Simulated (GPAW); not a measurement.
# Screening of a field by H-SiC-H chair monolayer, part 2 of 2

How does H-SiC-H chair monolayer screen a perpendicular field?

GPAW 26.7.0; GPAW, PAW setups; layer in a repeated cell with vacuum, relaxation of atoms and in-plane cell (the session's first sound run).

So far, dipole along the normal (e·Å): step 2 (relaxation) -0.0996; step 3 (the slab's potential) -0.0818; step 4 (In a field) -0.114; step 5 (field on) -0.0978.

**8. Field on**

Level of this step: GPAW, PAW setups; slab in vacuum (GPAW).

run.py reads:

```python
import json
import numpy as np
from ase import Atoms
from gpaw import GPAW, PW
from gpaw.external import ConstantElectricField

slab = Atoms(
    ['H', 'C', 'Si', 'H'],
    positions=[
        [1.56451, 0.90327, 8.00000],
        [1.56451, 0.90327, 9.10794],
        [-0.00000, 1.80654, 9.68316],
        [-0.00000, 1.80654, 11.18235]],
    cell=[[3.12903, 0.0, 0.0], [-1.56451, 2.70981, 0.0], [0.0, 0.0, 19.1824]],
    pbc=[True, True, False])

slab.calc = GPAW(mode=PW(500), xc='PBE', kpts={'size': (12, 12, 1), 'gamma': True},
                 occupations={'name': 'fermi-dirac', 'width': 0.05}, nbands='200%',
                 convergence={'density': 1e-05}, maxiter=200,
                 poissonsolver={'dipolelayer': 'xy'},
                 external=ConstantElectricField(0.1, [0, 0, 1]),
                 symmetry={'tolerance': 1e-3}, txt='slab.txt')
result = {}
energy = slab.get_potential_energy()
fermi = slab.calc.get_fermi_level()
v = slab.calc.get_electrostatic_potential().mean((0, 1)) - fermi
n = slab.calc.get_pseudo_density().mean((0, 1))
L = slab.cell[2, 2]
z = np.arange(len(v)) * L / len(v)
low, high = slab.positions[:, 2].min(), slab.positions[:, 2].max()
below, above = np.interp([low - 5.8, high + 5.8], z, v)
slopes = [np.interp(x, z, np.gradient(v, z)) for x in (low - 5.8, high + 5.8)]
eps = np.array([[slab.calc.get_eigenvalues(k, s) for k in range(len(slab.calc.get_ibz_k_points()))]
                for s in range(slab.calc.get_number_of_spins())]) - fermi
top, bottom = eps[eps < 0].max(), eps[eps > 0].min()
dipole = slab.get_dipole_moment()[2]
print(f'energy {energy:.4f} eV, Fermi level {fermi:.4f} eV, dipole {dipole:.5f} e A')
print(f'potential 5.8 A off the faces, from the Fermi level: lower {below:.4f} eV, upper {above:.4f} eV')
print(f'slope of the potential there: lower {slopes[0]:.5f}, upper {slopes[1]:.5f} eV/A')
print(f'nearest levels on the mesh: {top:.4f} and {bottom:.4f} eV')
print('magnetic moment', round(slab.get_magnetic_moment(), 3))
result.update(energy=energy, fermi=fermi, dipole=dipole, below=below, above=above, slopes=slopes, edges=[top, bottom],
              z=z.tolist(), v=v.tolist(), n=n.tolist(), positions=slab.positions.tolist(),
              forces=slab.get_forces(apply_constraint=False).tolist(), moments=slab.get_magnetic_moments().tolist())
json.dump(result, open('result.json', 'w'))
```

Launch:

```
> OMP_NUM_THREADS=1 OPENBLAS_NUM_THREADS=1 python run.py
```

Log:

```text
energy -21.8298 eV, Fermi level -2.5024 eV, dipole -0.06587 e A
potential 5.8 A off the faces, from the Fermi level: lower 3.6758 eV, upper 5.0814 eV
slope of the potential there: lower -0.00013, upper 0.00016 eV/A
nearest levels on the mesh: -1.0150 and 2.5702 eV
magnetic moment 0.0
```

It took 73 s on 1 thread of Arm Neoverse V1, shared host; peak memory 0.31 GiB.

Electrostatic potential energy of an electron (without an applied field's), less the Fermi level, planar mean against z:

z (Å), electrostatic potential energy of an electron (without an applied field's), less the Fermi level, planar mean (eV) and a bar from the least value:
```
      0.0        4.4 #############################
      0.5        3.7 ############################
      1.0        3.7 ############################
      1.5        3.7 ############################
      2.0        3.7 ############################
      2.5        3.7 ############################
      3.0        3.7 ############################
      3.5        3.7 ############################
      4.0        3.7 ############################
      4.5        3.7 ############################
      5.0        3.7 ############################
      5.5        3.7 ############################
      6.0        3.7 ############################
      6.5        3.6 ############################
      7.0        3.5 ############################
      7.5        2.9 ###########################
      8.0        0.8 ########################
      8.5       -0.2 #######################
      9.0      -12.8 ######
      9.5      -17.0 
     10.0      -10.7 #########
     10.5       -0.6 ######################
     11.0        1.9 ##########################
     11.5        3.4 ############################
     12.0        4.7 ##############################
     12.5        5.0 ##############################
     13.0        5.1 ##############################
     13.5        5.1 ##############################
     14.0        5.1 ##############################
     14.5        5.1 ##############################
     15.0        5.1 ##############################
     15.5        5.1 ##############################
     16.0        5.1 ##############################
     16.5        5.1 ##############################
     17.0        5.1 ##############################
     17.5        5.1 ##############################
     18.0        5.1 ##############################
     18.5        5.1 ##############################
     19.0        4.7 ##############################
```

The dipole is now -0.0659 e Å, against -0.082 in the run without a field.

**9. Field on**

run.py: that of step 8 with these lines changed.

```diff
@@ -20,3 +20,3 @@
                  poissonsolver={'dipolelayer': 'xy'},
-                 external=ConstantElectricField(0.1, [0, 0, 1]),
+                 external=ConstantElectricField(0.2, [0, 0, 1]),
                  symmetry={'tolerance': 1e-3}, txt='slab.txt')
```

Log:

```text
energy -21.8240 eV, Fermi level -2.5219 eV, dipole -0.04988 e A
potential 5.8 A off the faces, from the Fermi level: lower 3.8660 eV, upper 4.9305 eV
slope of the potential there: lower -0.00013, upper 0.00016 eV/A
nearest levels on the mesh: -1.0040 and 2.3428 eV
magnetic moment 0.0
```

It took 73 s on 1 thread; peak memory 0.31 GiB.

Electrostatic potential energy of an electron (without an applied field's), less the Fermi level, planar mean against z:

```tsv
z (Å)	electrostatic potential energy of an electron (without an applied field's), less the Fermi level, planar mean (eV)
0	4.40
1	3.87
2	3.87
3	3.87
4	3.87
5	3.87
6	3.86
7	3.70
8	0.952
9	-12.8
10	-10.7
11	1.78
12	4.60
13	4.92
14	4.93
15	4.93
16	4.93
17	4.93
18	4.93
19	4.68
```

The dipole is now -0.0499 e Å, against -0.082 in the run without a field.

**10. Field on**

run.py: that of step 9 with these lines changed.

```diff
@@ -20,3 +20,3 @@
                  poissonsolver={'dipolelayer': 'xy'},
-                 external=ConstantElectricField(0.2, [0, 0, 1]),
+                 external=ConstantElectricField(0.3, [0, 0, 1]),
                  symmetry={'tolerance': 1e-3}, txt='slab.txt')
```

Log:

```text
energy -21.8198 eV, Fermi level -2.5430 eV, dipole -0.03387 e A
potential 5.8 A off the faces, from the Fermi level: lower 4.0583 eV, upper 4.7811 eV
slope of the potential there: lower -0.00013, upper 0.00016 eV/A
nearest levels on the mesh: -0.9924 and 2.0600 eV
magnetic moment 0.0
```

Wall time 74 s (1 thread); peak memory 0.31 GiB.

The dipole is now -0.0339 e Å, against -0.082 in the run without a field.

**11. The series**

The members are put on one axis.

This step: induced dipole against applied field (GPAW 26.7.0).

The dipole along the normal by field:

```tsv
field (V/Å)	dipole along the normal (e·Å)
-0.200	-0.114
-0.100	-0.0978
-0.050	-0.0898
0.000	-0.0818
0.050	-0.0739
0.100	-0.0659
0.200	-0.0499
0.300	-0.0339
```

**12. A changed run**

One more run, with changed settings.

This step: GPAW, PAW setups; slab in vacuum (GPAW 26.7.0).

run.py: that of step 10 with these lines changed.

```diff
@@ -4,3 +4,2 @@
 from gpaw import GPAW, PW
-from gpaw.external import ConstantElectricField
 
@@ -17,6 +16,5 @@
 slab.calc = GPAW(mode=PW(500), xc='PBE', kpts={'size': (12, 12, 1), 'gamma': True},
-                 occupations={'name': 'fermi-dirac', 'width': 0.05}, nbands='200%',
-                 convergence={'density': 1e-05}, maxiter=200,
+                 occupations={'name': 'fermi-dirac', 'width': 1.0}, nbands='200%',
+                 convergence={'density': 1e-05}, maxiter=75,
                  poissonsolver={'dipolelayer': 'xy'},
-                 external=ConstantElectricField(0.3, [0, 0, 1]),
                  symmetry={'tolerance': 1e-3}, txt='slab.txt')
```

Log:

```text
energy -21.5316 eV, Fermi level -2.5018 eV, dipole -0.02442 e A
potential 5.8 A off the faces, from the Fermi level: lower 4.5167 eV, upper 5.0607 eV
slope of the potential there: lower -0.06490, upper 0.03405 eV/A
nearest levels on the mesh: -1.8705 and 2.2896 eV
magnetic moment 0.0
```

It took 29 s on 1 thread; peak memory 0.2 GiB.

The run finished. A setting was moved off its sound value on purpose, so it serves as a test and not as the result.

The fault put into the input: a smearing of electronvolts (width = 1.0).

Side by side:

```tsv
quantity	this run	sound run	difference
dipole along the normal (e·Å)	-0.024416	-0.081828	0.0574
```

One result that differs is the dipole along the normal, -0.0244 e·Å against -0.0818 e·Å.

**13. Results**

| Item | Value |
| --- | --- |
| work function, upper and lower face (Fermi level placed in the gap by the smearing) | 5.252 and 3.506 eV |
| ionisation energy from the upper face (highest filled level on the mesh) | 6.26 eV |
| electron affinity from the upper face (lowest empty Kohn-Sham level on the mesh) | 2.47 eV |
| dipole along the normal | -0.0818 e Å |
| induced dipole per field | 0.160 e Å per V/Å |
| out-of-plane polarisability per area, α/(ε0 A) | 3.41 Å |

In words: The field induces 0.160 e Å per V/Å, a polarisable thickness α/(ε0 A) of 3.41 Å beside 3.18 Å between the outermost nuclei. A perfect conductor would give the distance between its two image planes; a dielectric of thickness t gives t(1 - 1/ε). The two faces differ by 1.7 eV, the step that the slab's dipole makes (e p/(ε0 A) gives 1.7 eV), so the dipole layer is needed. The levels nearest the Fermi level on the mesh lie 3.79 eV apart, so the slab is gapped there: the smearing puts the Fermi level inside the gap, and from either face the ionisation energy is the work function plus 1.0 eV. Both are Kohn-Sham levels on the mesh, and semilocal gaps are too small, so the affinity tends to come out too large and the ionisation energy too small. The induced dipole is linear in the field over this range. The relaxation of atoms and cell ran in a fully periodic cell without the dipole layer, so the atoms of this polar layer felt a small spurious field. The layer's cell and atoms come from the relaxation; spin-orbit coupling and temperature are left out.

[Logs are printed without paths, hosts, clocks, repeated set-up lines and the standing remarks that a program may print on its own settings, such as how far it seeks lower states.]

[Hosts, paths, dates, database ids (printed as entryN), source tags and the programs' standing remarks are cut or masked in the printed files.]
